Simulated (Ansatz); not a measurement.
# Decaying states in the gap of Cs2SnN2

Aim: relax a made-up compound, Cs2SnN2, and see how good a tunnel barrier it would be. It is built by putting Cs for Li, Sn for Hf in the Li2HfN2 structure of space group P-3m1, with the volume rescaled by atomic radii. The parent structure comes from the Materials Project.

Main program and level: Ansatz 0.2.0; LDA DFT, plane waves, PAW files, in the first sound run; inputs show where later runs differ.

The structure was built from a prototype and need not be the compound's stable phase.

### Step 1. The starting structure

The structure is trigonal, space group P-3m1 (No. 164). The conventional cell has a = 3.938 Å, b = 3.938 Å, c = 6.598 Å, α = 90.00°, β = 90.00°, γ = 120.00°. Cs has 4 N at 2.51 to 2.62 Å and 3 Cs at 2.75 Å nearest. Nearest to Sn lie 6 N at 2.70 Å. N has 4 Cs at 2.51 to 2.62 Å and 3 Sn at 2.70 Å nearest. It derives from Li2HfN2. Cs for Li, Sn for Hf in the Li2HfN2 structure of space group P-3m1. Farther neighbours and most contacts between anions are not listed.

### Step 2. Relaxing the new crystal

The substituted atoms don't fit the parent's cell, so cell and atoms relax together. A small smearing keeps the run stable in case the gap closes on the way.

The input, input.yaml:

```yaml
crystal:
  lattice:
    - [3.9378123599, 0.0, 0.0]
    - [-1.9689061799, 3.410245539, 0.0]
    - [0.0, 0.0, 6.5975601291]
  atoms:
    - { symbol: Cs, position: [0.6666666667, 0.3333333333, 0.38278857] }
    - { symbol: Cs, position: [0.3333333333, 0.6666666667, 0.61721143] }
    - { symbol: Sn, position: [0.0, 0.0, 0.0] }
    - { symbol: "N", position: [0.6666666667, 0.3333333333, 0.77938486] }
    - { symbol: "N", position: [0.3333333333, 0.6666666667, 0.22061514] }
kpoints:
  mp_grid: { grid: [6, 6, 4] }
scf:
  occupations: { method: gaussian, width: 0.03 }
hamiltonian:
  xc: lda
output:
  forces: true
  stress: true
relax:
  f_tol: 0.02
  max_steps: 60
  cell: {}
```

Launch:

```bash
$ ansatz run input.yaml --threads 2 --pin off --max-ram 4096MiB --backend cpu --events-out ev --progress --plain --runs-dir out
```

Numbers of over 12 decimals in the logs are rounded to 6 here.

The log of the run:

```text
Engine: ansatz 0.2.0, x86_64-unknown-linux-gnu
Pseudopotentials: kind: paw
Pseudopotential: Cs, paw, valence charge 9, recommended cutoff 420 eV (normal), Cs.paw.azcp
Pseudopotential: Sn, paw, valence charge 14, recommended cutoff 420 eV (normal), Sn.paw.azcp
Pseudopotential: N, paw, valence charge 5, recommended cutoff 420 eV (normal), N.paw.azcp
Functional definition: SPW92
  exchange = slater_x
  correlation = pw_c
Crystal: 5 atoms, lattice volume = 88.598 Å³
Basis set: ecut = 420 eV, 1763 PW (Γ)
Bands: 26, of which v1, the nominal top of the filled ones, is band 21 counted from 1 (20 counted from 0)
Symmetry: 12 space group operations
Space group: P-3m1 (ITA 164), of the structure as read, at distance tolerance 4.5e-5 Å
k-points: 24 of 144
Non-local potential: Cs, projectors of the file, l = 0: 3, l = 1: 2, l = 2: 2, l = 3: 2
Non-local potential: Sn, projectors of the file, l = 0: 2, l = 1: 2, l = 2: 2, l = 3: 2
Non-local potential: N, projectors of the file, l = 0: 2, l = 1: 2, l = 2: 1
PAW form: soft (Blöchl's): semilocal exchange-correlation on the pseudo side does not see the compensation charge
PAW frozen core: Cs, regenerated for the run's functional, and the local potential with it (the file was generated under x = pbe(κ = 0.804, μ = 0.219515), c = pbe(β = 0.066725))
PAW frozen core: Sn, regenerated for the run's functional, and the local potential with it (the file was generated under x = pbe(κ = 0.804, μ = 0.219515), c = pbe(β = 0.066725))
PAW frozen core: N, regenerated for the run's functional, and the local potential with it (the file was generated under x = pbe(κ = 0.804, μ = 0.219515), c = pbe(β = 0.066725))
PAW one-centre angular grid: Cs, 194 points (default); XC on 64 Gauss nodes
PAW one-centre angular grid: Sn, 590 points (default); XC on 64 Gauss nodes
PAW one-centre angular grid: N, 110 points (default); XC on 64 Gauss nodes
Initial density: superposition of atomic densities (neutral atoms: chi_scale 0, normalization atom), corrected by the library's trained network
Initial wavefunctions: pseudopotential atomic-orbital guess
Functional: x = slater, c = lda
SCF iter   1: F=—  HF=-17629.542857 eV  |F-HF|=—  |Δ(HF+E_count)|=         —  Δρ=3.17e-2  dr2=2.06e0  ethr=1.77e-3  ⟨swp⟩=7.8  Hψ=3308  notcnv=0
preconditioner: auto → Kerker (q_TF=auto, 2.409 Å⁻¹)  [metal: Δε(μ)=0.017 eV  Ē_g=14.335 eV  σ=0.030 eV  W_gap=0.31  n_scr=22 (ndim 8)  ℏωp=25.6 eV  f_vac=0.000  D(μ)=3.73/eV (n_scr^D=34)]
SCF iter   2: F=—  HF=-17629.219334 eV  |F-HF|=—  |Δ(HF+E_count)|=   3.24e-1  Δρ=1.68e-2  dr2=7.40e-1  ethr=1.77e-3  ⟨swp⟩=2.0  Hψ=910  notcnv=0  defer=23
SCF iter   3: F=—  HF=-17629.043975 eV  |F-HF|=—  |Δ(HF+E_count)|=   1.75e-1  Δρ=3.15e-3  dr2=4.86e-2  ethr=1.76e-3  ⟨swp⟩=2.0  Hψ=1021  notcnv=0  defer=23
SCF iter   4: F=—  HF=-17629.032930 eV  |F-HF|=—  |Δ(HF+E_count)|=   1.10e-2  Δρ=1.11e-3  dr2=3.86e-3  ethr=1.16e-4  ⟨swp⟩=2.7  Hψ=1037  notcnv=0  defer=23
SCF iter   5: F=—  HF=-17629.031908 eV  |F-HF|=—  |Δ(HF+E_count)|=   1.02e-3  Δρ=5.13e-4  dr2=7.18e-4  ethr=9.18e-6  ⟨swp⟩=2.2  Hψ=1170  notcnv=0  defer=23
SCF iter   6: F=—  HF=-17629.031691 eV  |F-HF|=—  |Δ(HF+E_count)|=   2.17e-4  Δρ=1.59e-4  dr2=4.65e-5  ethr=1.71e-6  ⟨swp⟩=2.0  Hψ=1076  notcnv=0  defer=23
SCF iter   7: F=—  HF=-17629.031682 eV  |F-HF|=—  |Δ(HF+E_count)|=   9.03e-6  Δρ=4.05e-5  dr2=2.06e-6  ethr=1.11e-7  ⟨swp⟩=2.0  Hψ=1047  notcnv=0  defer=23
SCF iter   8: F=—  HF=-17629.031682 eV  |F-HF|=—  |Δ(HF+E_count)|=   2.52e-7  Δρ=9.63e-6  dr2=1.46e-7  ethr=4.91e-9  ⟨swp⟩=2.5  Hψ=996  notcnv=0  defer=23
SCF iter   9: F=-17629.031682 eV  HF=-17629.031682 eV  |F-HF|=3.98e-9  |Δ(HF+E_count)|=   2.46e-8  Δρ=2.21e-6  dr2=7.37e-9  ethr=2.38e-10  ⟨swp⟩=4.0  Hψ=2215  notcnv=0
SCF 1 converged in 9 iterations: F = -17629.031682 eV  dr2 = 7.37e-9
  greatest PAW one-centre occupation: 0.994 electrons in one spin orbital (limit 2), on the Sn atom at site 2 (counted from 0), in its partial waves of l = 2
relax step   1: F+E_penalty+E_count = -17629.03168153 eV  Δ(F+E_penalty+E_count) = +0.000e0 eV  max|allowed force component| = 5.731e0 eV/Å  Δτ_max = 0.0000 Å  P = +24.873 GPa  Ω = 88.598 Å³  (9 SCF iters, dr2 threshold 1.00e-7 eV, accepted)
Crystal: 5 atoms, lattice volume = 95.204 Å³
Basis set: ecut = 420 eV, 1859 PW (Γ)
Initial density: handed on by an earlier stage of this run
Initial wavefunctions: those handed on with the density
iter 1 solved again at ethr=2.55e-3 eV; its pass at ethr=3.10e-3 eV (dr2=1.07e0 eV) is discarded
SCF iter   1: F=—  HF=-17632.137645 eV  |F-HF|=—  |Δ(HF+E_count)|=         —  Δρ=1.55e-2  dr2=1.07e0  ethr=2.55e-3  ⟨swp⟩=1.0  Hψ=3688  notcnv=0
preconditioner: auto → Kerker (q_TF=auto, 2.380 Å⁻¹)  [metal: Δε(μ)=0.020 eV  Ē_g=14.203 eV  σ=0.030 eV  W_gap=0.36  n_scr=22 (ndim 8)  ℏωp=24.7 eV  f_vac=0.001  D(μ)=2.20/eV (n_scr^D=22)]
SCF iter   2: F=—  HF=-17632.012485 eV  |F-HF|=—  |Δ(HF+E_count)|=   1.25e-1  Δρ=9.60e-3  dr2=6.00e-1  ethr=2.54e-3  ⟨swp⟩=1.0  Hψ=624  notcnv=0
preconditioner: auto → Resta (q_TF=auto, 2.380 Å⁻¹)  ε∞=4.0  [insulator: Δε(μ)=0.037 eV  Ē_g=14.205 eV  σ=0.030 eV  W_gap=0.58  n_scr=22 (ndim 8)  ℏωp=24.7 eV  f_vac=0.000  D(μ)=1.64/eV (n_scr^D=2)  ε∞_Penn≈4.0]
SCF iter   3: F=—  HF=-17631.862049 eV  |F-HF|=—  |Δ(HF+E_count)|=   1.50e-1  Δρ=2.89e-3  dr2=7.29e-3  ethr=1.43e-3  ⟨swp⟩=2.4  Hψ=1036  notcnv=0
SCF iter   4: F=—  HF=-17631.860070 eV  |F-HF|=—  |Δ(HF+E_count)|=   1.98e-3  Δρ=5.83e-4  dr2=5.24e-4  ethr=1.74e-5  ⟨swp⟩=2.8  Hψ=1344  notcnv=0  defer=19
SCF iter   5: F=—  HF=-17631.859925 eV  |F-HF|=—  |Δ(HF+E_count)|=   1.46e-4  Δρ=1.77e-4  dr2=4.35e-5  ethr=1.25e-6  ⟨swp⟩=2.0  Hψ=1075  notcnv=0  defer=19
SCF iter   6: F=—  HF=-17631.859919 eV  |F-HF|=—  |Δ(HF+E_count)|=   5.27e-6  Δρ=4.70e-5  dr2=3.26e-6  ethr=1.04e-7  ⟨swp⟩=2.0  Hψ=1077  notcnv=0  defer=19
SCF iter   7: F=-17631.859920 eV  HF=-17631.859920 eV  |F-HF|=1.97e-8  |Δ(HF+E_count)|=   4.87e-7  Δρ=8.72e-6  dr2=9.49e-8  ethr=1.19e-9  ⟨swp⟩=4.4  Hψ=2249  notcnv=0
SCF 2 converged in 7 iterations: F = -17631.859920 eV  dr2 = 9.49e-8
relax step   2: F+E_penalty+E_count = -17631.85991980 eV  Δ(F+E_penalty+E_count) = -2.828e0 eV  max|allowed force component| = 2.683e0 eV/Å  Δτ_max = 0.1950 Å  P = +9.284 GPa  Ω = 95.204 Å³  energy of the carried Pulay correction = -1.117e-2 eV  (7 SCF iters, dr2 threshold 5.00e-7 eV, accepted)
Crystal: 5 atoms, lattice volume = 97.535 Å³
Basis set: ecut = 420 eV, 1943 PW (Γ)
iter 1 solved again at ethr=5.52e-4 eV; its pass at ethr=3.10e-3 eV (dr2=2.32e-1 eV) is discarded
[...]
relax step  14: F+E_penalty+E_count = -17635.88416852 eV  Δ(F+E_penalty+E_count) = -1.494e-1 eV  max|allowed force component| = 2.164e-2 eV/Å  Δτ_max = 0.0339 Å  P = +1.828 GPa  Ω = 96.114 Å³  energy of the carried Pulay correction = -4.831e-3 eV  (6 SCF iters, dr2 threshold 5.00e-7 eV, accepted)
relax step  15: F+E_penalty+E_count = -17635.95205449 eV  Δ(F+E_penalty+E_count) = -6.789e-2 eV  max|allowed force component| = 7.648e-2 eV/Å  Δτ_max = 0.0466 Å  P = +0.840 GPa  Ω = 98.768 Å³  energy of the carried Pulay correction = -1.131e-2 eV  (6 SCF iters, dr2 threshold 5.00e-7 eV, accepted)
relax step  16: F+E_penalty+E_count = -17635.96351128 eV  Δ(F+E_penalty+E_count) = -1.146e-2 eV  max|allowed force component| = 5.144e-2 eV/Å  Δτ_max = 0.0482 Å  P = +0.109 GPa  Ω = 101.643 Å³  energy of the carried Pulay correction = -1.956e-2 eV  (6 SCF iters, dr2 threshold 5.00e-7 eV, accepted)
relax step  17: F+E_penalty+E_count = -17635.96445885 eV  Δ(F+E_penalty+E_count) = -9.476e-4 eV  max|allowed force component| = 4.450e-3 eV/Å  Δτ_max = 0.0080 Å  P = -0.059 GPa  Ω = 101.486 Å³  energy of the carried Pulay correction = -1.908e-2 eV  (6 SCF iters, dr2 threshold 2.61e-7 eV, accepted)
relax step  18: F+E_penalty+E_count = -17635.96462654 eV  Δ(F+E_penalty+E_count) = -1.677e-4 eV  max|allowed force component| = 1.856e-4 eV/Å  Δτ_max = 0.0002 Å  P = -0.010 GPa  Ω = 101.434 Å³  energy of the carried Pulay correction = -1.893e-2 eV  (6 SCF iters, dr2 threshold 9.78e-9 eV, accepted)
relax step  19: F+E_penalty+E_count = -17636.00306332 eV  Δ(F+E_penalty+E_count) = -3.844e-2 eV  max|allowed force component| = 2.173e-3 eV/Å  Δτ_max = 0.0000 Å  P = +0.184 GPa  Ω = 101.434 Å³  stress off target by 7.34e-1 GPa  SCF on the basis re-selected at this cell (its energy is not comparable with the rows above)  (7 SCF iters)
relax step  20: F+E_penalty+E_count = -17636.00540955 eV  Δ(F+E_penalty+E_count) = -2.346e-3 eV  max|allowed force component| = 6.311e-3 eV/Å  Δτ_max = 0.0314 Å  P = +0.055 GPa  Ω = 103.118 Å³  energy of the carried Pulay correction = -3.237e-3 eV  (6 SCF iters, dr2 threshold 5.00e-7 eV, accepted)
relax step  21: F+E_penalty+E_count = -17636.00455462 eV  Δ(F+E_penalty+E_count) = +8.549e-4 eV  max|allowed force component| = 1.845e-3 eV/Å  Δτ_max = 0.0112 Å  P = +0.021 GPa  Ω = 103.733 Å³  energy of the carried Pulay correction = -4.486e-3 eV  (6 SCF iters, dr2 threshold 3.66e-8 eV, accepted)
relax step  22: F+E_penalty+E_count = -17636.00425954 eV  Δ(F+E_penalty+E_count) = +2.951e-4 eV  max|allowed force component| = 4.043e-4 eV/Å  Δτ_max = 0.0024 Å  P = +0.002 GPa  Ω = 103.884 Å³  energy of the carried Pulay correction = -4.799e-3 eV  (7 SCF iters, accepted)
relax step  23: F+E_penalty+E_count = -17636.00970667 eV  Δ(F+E_penalty+E_count) = -5.447e-3 eV  max|allowed force component| = 3.244e-4 eV/Å  Δτ_max = 0.0000 Å  P = +0.015 GPa  Ω = 103.884 Å³  stress off target by 8.73e-2 GPa  SCF on the basis re-selected at this cell (its energy is not comparable with the rows above)  (6 SCF iters)
relax step  24: F+E_penalty+E_count = -17636.00914424 eV  Δ(F+E_penalty+E_count) = +5.624e-4 eV  max|allowed force component| = 3.451e-3 eV/Å  Δτ_max = 0.0072 Å  P = +0.004 GPa  Ω = 104.274 Å³  energy of the carried Pulay correction = -6.998e-4 eV  (7 SCF iters, dr2 threshold 1.90e-8 eV, accepted)
iter 1 solved again at ethr=2.52e-6 eV; its pass at ethr=3.10e-3 eV (dr2=1.06e-3 eV) is discarded
SCF iter   1: F=—  HF=-17636.009899 eV  |F-HF|=—  |Δ(HF+E_count)|=         —  Δρ=2.36e-5  dr2=1.10e-7  ethr=2.52e-6  ⟨swp⟩=2.9  Hψ=5128  notcnv=0
eigensolver tolerance schedule: the retry pair's looser diagonalisation over-reported the residual by 9602.74 of it (diagonalisation noise at an unbounded share of the residual, at the tolerance the schedule requests for it); recorded, not acted on — ethr = c·dr2/N_el stays at c = 1.0e-1
preconditioner: auto → Resta (q_TF=auto, 2.345 Å⁻¹)  ε∞=3.7  [insulator: Δε(μ)=0.376 eV  Ē_g=14.326 eV  σ=0.030 eV  W_gap=1.00  n_scr=24 (ndim 8)  ℏωp=23.6 eV  f_vac=0.011  D(μ)=0.00/eV (n_scr^D=0)  ε∞_Penn≈3.7]
SCF iter   2: F=—  HF=-17636.009901 eV  |F-HF|=—  |Δ(HF+E_count)|=   2.62e-6  Δρ=1.23e-5  dr2=6.00e-8  ethr=2.62e-10  ⟨swp⟩=3.2  Hψ=1490  notcnv=0
SCF iter   3: F=—  HF=-17636.009901 eV  |F-HF|=—  |Δ(HF+E_count)|=   1.11e-8  Δρ=6.25e-6  dr2=1.43e-8  ethr=1.43e-10  ⟨swp⟩=2.0  Hψ=747  notcnv=0
SCF iter   4: F=—  HF=-17636.009901 eV  |F-HF|=—  |Δ(HF+E_count)|=   4.04e-9  Δρ=5.56e-7  dr2=4.14e-10  ethr=3.40e-11  ⟨swp⟩=2.0  Hψ=750  notcnv=0
SCF iter   5: F=-17636.009901 eV  HF=-17636.009901 eV  |F-HF|=1.82e-11  |Δ(HF+E_count)|=  1.09e-11  Δρ=1.81e-7  dr2=3.36e-11  ethr=1.00e-12  ⟨swp⟩=3.5  Hψ=2755  notcnv=0
SCF 25 converged in 5 iterations: F = -17636.009901 eV  dr2 = 3.36e-11
relax step  25: F+E_penalty+E_count = -17636.00990133 eV  Δ(F+E_penalty+E_count) = -7.571e-4 eV  max|allowed force component| = 3.456e-3 eV/Å  Δτ_max = 0.0000 Å  P = +0.005 GPa  Ω = 104.274 Å³  stress off target by 2.38e-2 GPa  SCF on the basis re-selected at this cell (its energy is not comparable with the rows above)  (5 SCF iters)
basis re-selected at this cell: Δ(F+E_penalty+E_count) = -7.571e-4 eV, ΔP = +0.001 GPa vs the last step (what re-selecting the basis moved, of the pressure what is left beyond the Pulay correction that the steps carried, after the strain that the cell walked since its last selection, with what the two solves' SCF thresholds leave and, on support functions, any second-order correction that the steps lacked; it is no m [...]
SCF converged after 5 iterations
Free energy (F): -17636.009901 eV
Harris-Foulkes:  -17636.009901 eV  (|F-HF|=1.82e-11)
Internal energy: -17636.009901 eV  (E = F + TS)
E sigma→0 (E₀):  -17636.009901 eV
Fermi energy:    10.539205 eV
--- Per-component energies (eV) ---
  E_band       = -47.379576
  E_kinetic    = 737.634904
  E_local      = -3395.950378  (includes V_loc(G=0)·N_el)
  E_nonlocal   = 134.390661
  E_hartree    = 1717.589513
  E_xc         = -845.643059
  E_vxc        = -507.348800  (∫ρ·V_xc dr)
  E_paw        = -14042.881882  (= ΣΔE_a)
  E_vpaw       = -451.284982  (= ΣTr[D̂ρ^β])
  E_aug_tail   = 0.000168  (compensation charges beyond the density's cutoff)
  E_ewald      = -1942.275926
  E_core_change = 1.126099  (= ΣΔE_core)
  E_smearing   = -0.000000  (= −TS)
  E_closure    = 0.000000  (closes the sum)
  Σ components = -17636.009901   (vs F -17636.009901, Δ=0.00e0)
--- Forces (eV/Å), atoms counted from 1 ---
  atom   1  Cs     0.00000000     0.00000000    -0.00134291
  atom   2  Cs    -0.00000000    -0.00000000     0.00134291
  atom   3  Sn    -0.00000000     0.00000000     0.00000000
  atom   4  N      0.00000000     0.00000000    -0.00345612
  atom   5  N     -0.00000000    -0.00000000     0.00345612
  max |Σ_I F_I| component: 4.63e-18 eV/Å
--- Stress (GPa, compression-positive) ---
       -0.004465      -0.000000       0.000000
       -0.000000      -0.004465       0.000000
        0.000000       0.000000       0.023763
  P = ⅓ Tr σ = 0.0049 GPa (0.049 kbar)
--- Relaxed structure (21 steps of the walk, 20 accepted, 4 SCFs on fresh bases) ---
  F+E_penalty+E_count = -17636.00990133 eV   max|allowed force component| = 3.456e-3 eV/Å   (the final SCF, on the basis selected at the relaxed cell)
  cell:  # Å, volume = 104.2735 Å³
    - [3.464378, -2.5396794125330802e-11, 1.5157916326711417e-16]
    - [-1.732189, 3.000239, -1.0105277551169456e-16]
    - [2.5396147722967346e-16, -4.8874909083264646e-17, 10.032126]
  atoms:
    - { symbol: Cs, position: [0.666667, 0.333333, 0.301683] }
    - { symbol: Cs, position: [0.333333, 0.666667, 0.698317] }
    - { symbol: Sn, position: [0, 0, 1.894768793939459e-18] }
    - { symbol: N, position: [0.666667, 0.333333, 0.888168] }
    - { symbol: N, position: [0.333333, 0.666667, 0.111832] }
```

Wall time 46 s (2 threads of Intel Xeon Platinum 8175M at 2.50GHz (Skylake/Cascade Lake), shared host); peak memory 0.48 GiB; 87 s of CPU time.

Relaxation path (22 of 25):

```csv
step,energy less that of the first step (eV),largest force component (eV/Å),pressure (GPa),volume (Å³)
1,0.0000,5.7312,24.87,88.60
2,-2.8282,2.6825,9.28,95.20
3,-4.1391,1.7178,4.00,97.53
4,-4.9836,0.8015,1.18,98.58
6,-5.8497,0.2451,-0.81,98.21
7,-6.1598,0.2900,1.34,94.77
8,-6.2709,0.2410,-0.73,94.60
9,-6.1574,0.8898,3.46,90.17
10,-6.2805,0.0134,0.07,93.81
11,-6.2804,0.0025,-0.04,93.88
12,-6.2805,0.0022,0.01,93.83
14,-6.8525,0.0216,1.83,96.11
15,-6.9204,0.0765,0.84,98.77
16,-6.9318,0.0514,0.11,101.64
17,-6.9328,0.0044,-0.06,101.49
18,-6.9329,0.0002,-0.01,101.43
19*,-6.9714,0.0022,0.18,101.43
20,-6.9737,0.0063,0.05,103.12
22,-6.9726,0.0004,0.00,103.88
23*,-6.9780,0.0003,0.01,103.88
24,-6.9775,0.0035,0.00,104.27
25*,-6.9782,0.0035,0.00,104.27
```

Relaxation steps marked * repeat the geometry before them on a plane-wave basis chosen anew for their cell, so energy and pressure can jump there. Other such steps can lie between the rows shown. Relaxation step 9 was tried and not accepted.

The run keeps the 12 symmetry operations that it works with, so distortions that break them were not tested.

```csv
cell as run,before,after,change
a (Å),3.938,3.464,-12.0 %
b (Å),3.938,3.464,-12.0 %
c (Å),6.598,10.032,+52.1 %
volume (Å³/atom),17.72,20.85,+17.7 %
```

The atoms that moved most (Å, as changes of fractional coordinates times the final cell):

```csv
atom,dx,dy,dz,length
N4,0.000,0.000,1.091,1.091
N5,0.000,0.000,-1.091,1.091
Cs2,0.000,0.000,0.814,0.814
Cs1,0.000,0.000,-0.814,0.814
```

The relaxed structure:

```cif
data_structure
_symmetry_space_group_name_H-M 'P 1'
_symmetry_Int_Tables_number 1
_cell_length_a 3.4644
_cell_length_b 3.4644
_cell_length_c 10.0321
_cell_angle_alpha 90.000
_cell_angle_beta 90.000
_cell_angle_gamma 120.000
_cell_volume 104.27
loop_
_atom_site_label
_atom_site_type_symbol
_atom_site_fract_x
_atom_site_fract_y
_atom_site_fract_z
_atom_site_occupancy
Cs1 Cs 0.66667 0.33333 0.30168 1
Cs2 Cs 0.33333 0.66667 0.69832 1
Sn3 Sn 0.00000 0.00000 0.00000 1
N4 N 0.66667 0.33333 0.88817 1
N5 N 0.33333 0.66667 0.11183 1
```

Numbers from this step:

* free energy: -17636.0099 eV
* Fermi energy: 10.54 eV
* pressure: 0.004944 GPa

The largest force component on a free atom ends at 0.0035 eV/Å.

(Part 1 of 4 ends here.)

[Logs are printed without paths, hosts, clocks, repeated set-up lines and the standing remarks that a program may print on its own settings, such as how far it seeks lower states.]

[Hosts, paths, dates, database ids (printed as entryN), source tags and the programs' standing remarks are cut or masked in the printed files.]
